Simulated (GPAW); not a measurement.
# C2 in line between two Ga chains: transmission at several levels, part 2 of 2

How well does C2 in line between two Ga chains conduct at low bias, and how far do basis and functional move the answer?

GPAW 26.7.0; GPAW LCAO, PAW setups; Landauer transmission from Green's functions with principal layers (ASE), zero bias.

So far, transmission at the Fermi level (one spin): step 2 (double-zeta polarised basis, PBE, GPAW) 1.89; step 3 (basis szp(dzp), PBE, GPAW) 1.84; step 4 (basis sz(dzp), PBE, GPAW) 1.77; step 5 (RPBE) 1.89; step 8 (density threshold 0.001: conv = 0.001, PBE, GPAW) 1.89.

## 9. Potential alignment off, functional LDA, broadening 1e-06

Without the shift, lead and junction are matched by their Fermi levels alone. The functional moves levels against the Fermi level. The broadening keeps the Green's functions finite; too large a value absorbs electrons where channels are open and leaks them where none are.

The input, run.py:

```python
import json
import numpy as np
from ase import Atoms
from ase.transport.calculators import TransportCalculator
from gpaw import GPAW, FermiDirac
from gpaw.lcao.tools import get_lcao_hamiltonian
from scipy.linalg import eigh

# The junction with lead layers at both ends, along the third cell vector
device = Atoms(
    ['Ga', 'Ga', 'Ga', 'Ga', 'Ga', 'C', 'C', 'Ga', 'Ga', 'Ga', 'Ga', 'Ga'],
    positions=[
        [4.50000, 4.50000, 1.27500],
        [4.50000, 4.50000, 3.82500],
        [4.50000, 4.50000, 6.37500],
        [4.50000, 4.50000, 8.92500],
        [4.50000, 4.50000, 11.47500],
        [4.50000, 4.50000, 13.32340],
        [4.50000, 4.50000, 14.56340],
        [4.50000, 4.50000, 16.41180],
        [4.50000, 4.50000, 18.96180],
        [4.50000, 4.50000, 21.51180],
        [4.50000, 4.50000, 24.06180],
        [4.50000, 4.50000, 26.61180]],
    cell=[[9.0, 0.0, 0.0], [0.0, 9.0, 0.0], [0.0, 0.0, 27.8868]],
    pbc=True)

# One principal layer of the lead: the first 3 atoms of the device
lead = Atoms(
    ['Ga', 'Ga', 'Ga'],
    positions=[
        [4.50000, 4.50000, 1.27500],
        [4.50000, 4.50000, 3.82500],
        [4.50000, 4.50000, 6.37500]],
    cell=[[9.0, 0.0, 0.0], [0.0, 9.0, 0.0], [0.0, 0.0, 7.65]],
    pbc=True)

settings = dict(mode='lcao', basis='dzp', xc='LDA', h=0.2,
                occupations=FermiDirac(0.1), maxiter=250,
                mixer=dict(beta=0.1, nmaxold=8, weight=100.0),
                convergence=dict(density=0.0001))
energies = np.arange(-2, 2 + 1e-9, 0.05)
eta = 1e-06
n1, n2 = 1, 1
# k and -k transmit alike, so half of the mesh across the current serves
mesh = [(i, j) for i in range(n1) for j in range(n2) if (i, j) <= (-i % n1, -j % n2)]
weights = np.array([1 if (i, j) == (-i % n1, -j % n2) else 2 for i, j in mesh]) / (n1 * n2)

# [... helper functions left out ...]
fermi_lead = ground_state(lead, (1, 1, 15), 'lead.txt')
fermi_device = ground_state(device, (1, 1, 3), 'device.txt')
# [... loop over the mesh left out, but for ...]
        # Lead and device are aligned by their Fermi levels alone
        shift = 0.0
# [...]
kT = 8.617333e-5 * 77
bias = [0.1, 0.2, 0.5, 1.0, 1.5, 2.0]
# [... integrals and printing left out ...]
```

Started as:

```bash
> OMP_NUM_THREADS=1 OPENBLAS_NUM_THREADS=1 python run.py
```

Wall time 28 s (1 thread of Arm Neoverse V2, shared host); peak memory 0.95 GiB.

Numbers from this step:

| Quantity | Value |
| --- | --- |
| conductance | 1.893 G₀ |
| largest coupling past the next principal layer | 5.91e-5 eV |
| largest misfit of the first principal layer | 0.1037 eV |
| shift that aligns the lead | 0 eV |
| transmission at the Fermi level (one spin) | 1.896 |

One spin. The transmission, zone mean by energy, zero at the Fermi level:

energy (eV), transmission, zone mean and a bar:
```
    -2.00       0.06 #
    -1.85       0.07 #
    -1.70       0.06 #
    -1.60       0.00 
    -1.45       0.00 
    -1.30       0.04 #
    -1.15       0.05 #
    -1.05       0.05 #
    -0.90       0.05 #
    -0.75       0.05 #
    -0.60       0.05 #
    -0.50       0.05 #
    -0.35       0.05 #
    -0.20       1.57 #######################
    -0.05       1.83 ###########################
     0.00       1.90 ############################
     0.05       1.93 #############################
     0.20       1.94 #############################
     0.35       1.92 #############################
     0.50       1.92 #############################
     0.60       1.94 #############################
     0.75       1.97 #############################
     0.90       2.00 ##############################
     1.05       2.01 ##############################
     1.15       2.01 ##############################
     1.30       2.01 ##############################
     1.45       2.01 ##############################
     1.60       2.01 ##############################
     1.70       2.02 ##############################
     1.85       2.02 ##############################
     2.00       2.02 ##############################
```

Not self-consistent under bias; the bias window is split evenly. The current through one cell, from the zero-bias transmission by bias:

| bias (V) | current through one cell, from the zero-bias transmission (μA) |
| --- | --- |
| 0.100 | 14.6 |
| 0.200 | 29.0 |
| 0.500 | 65.9 |
| 1.000 | 104 |
| 1.500 | 143 |
| 2.000 | 182 |

Transmission of the three most open eigenchannels against energy, zero at the Fermi level:

| energy (eV) | channel 1 | channel 2 | channel 3 |
| --- | --- | --- | --- |
| -2.000 | 0.0650 | 0 | 0 |
| -1.800 | 0.0662 | 0 | 0 |
| -1.600 | 5.6e-10 | 0 | 0 |
| -1.400 | 0.0170 | 0 | 0 |
| -1.200 | 0.0447 | 0 | 0 |
| -1.000 | 0.0499 | 0 | 0 |
| -0.800 | 0.0519 | 0 | 0 |
| -0.600 | 0.0528 | 0 | 0 |
| -0.400 | 0.0532 | 0 | 0 |
| -0.200 | 0.756 | 0.756 | 0.0532 |
| 0.000 | 0.921 | 0.921 | 0.0528 |
| 0.200 | 0.945 | 0.945 | 0.0520 |
| 0.400 | 0.931 | 0.931 | 0.0509 |
| 0.600 | 0.944 | 0.944 | 0.0494 |
| 0.800 | 0.967 | 0.967 | 0.0478 |
| 1.000 | 0.980 | 0.980 | 0.0461 |
| 1.200 | 0.984 | 0.984 | 0.0445 |
| 1.400 | 0.985 | 0.985 | 0.0432 |
| 1.600 | 0.986 | 0.986 | 0.0422 |
| 1.800 | 0.987 | 0.987 | 0.0416 |
| 2.000 | 0.988 | 0.988 | 0.0414 |

The conductance equals that of the dzp run to 0.2 %.

## 10. Outcome

```yaml
conductance: 1.89 G₀
transmission_at_the_fermi_level_mean_of_the_spins: 1.89
thermopower: about 0 (under 1.5 μV/K)
```

What this shows: In the dzp basis the junction conducts 1.89 G₀ at 77 K, with T = 1.89 a spin at the Fermi level; the sz basis reaches that conductance within 10 %. At the Fermi level the three most open eigenchannels pass 0.92, 0.92 and 0.059. Measured against the first run (dzp), the nearest curve is that of dzp-RPBE (r.m.s. 0.015) and the farthest that of sz (0.11). Over the compared runs wall time goes from 22 s (sz) to 36 s (dzp), on a shared host. The geometry was built from estimated bond lengths and not relaxed, so the numbers describe this model structure. An evenly spaced straight chain is an idealisation: free chains tend to dimerise, zigzag or, where a band edge lies near the Fermi level, turn magnetic. The currents use the zero-bias T(E) throughout, which holds only while the bias is small against the distance to the nearest feature. The energy step is wider than the thermal energy, so the conductance and thermopower rest on interpolation of T(E).

[Logs are printed without paths, hosts, clocks, repeated set-up lines and the standing remarks that a program may print on its own settings, such as how far it seeks lower states.]

[Hosts, paths, dates, database ids (printed as entryN), source tags and the programs' standing remarks are cut or masked in the printed files.]
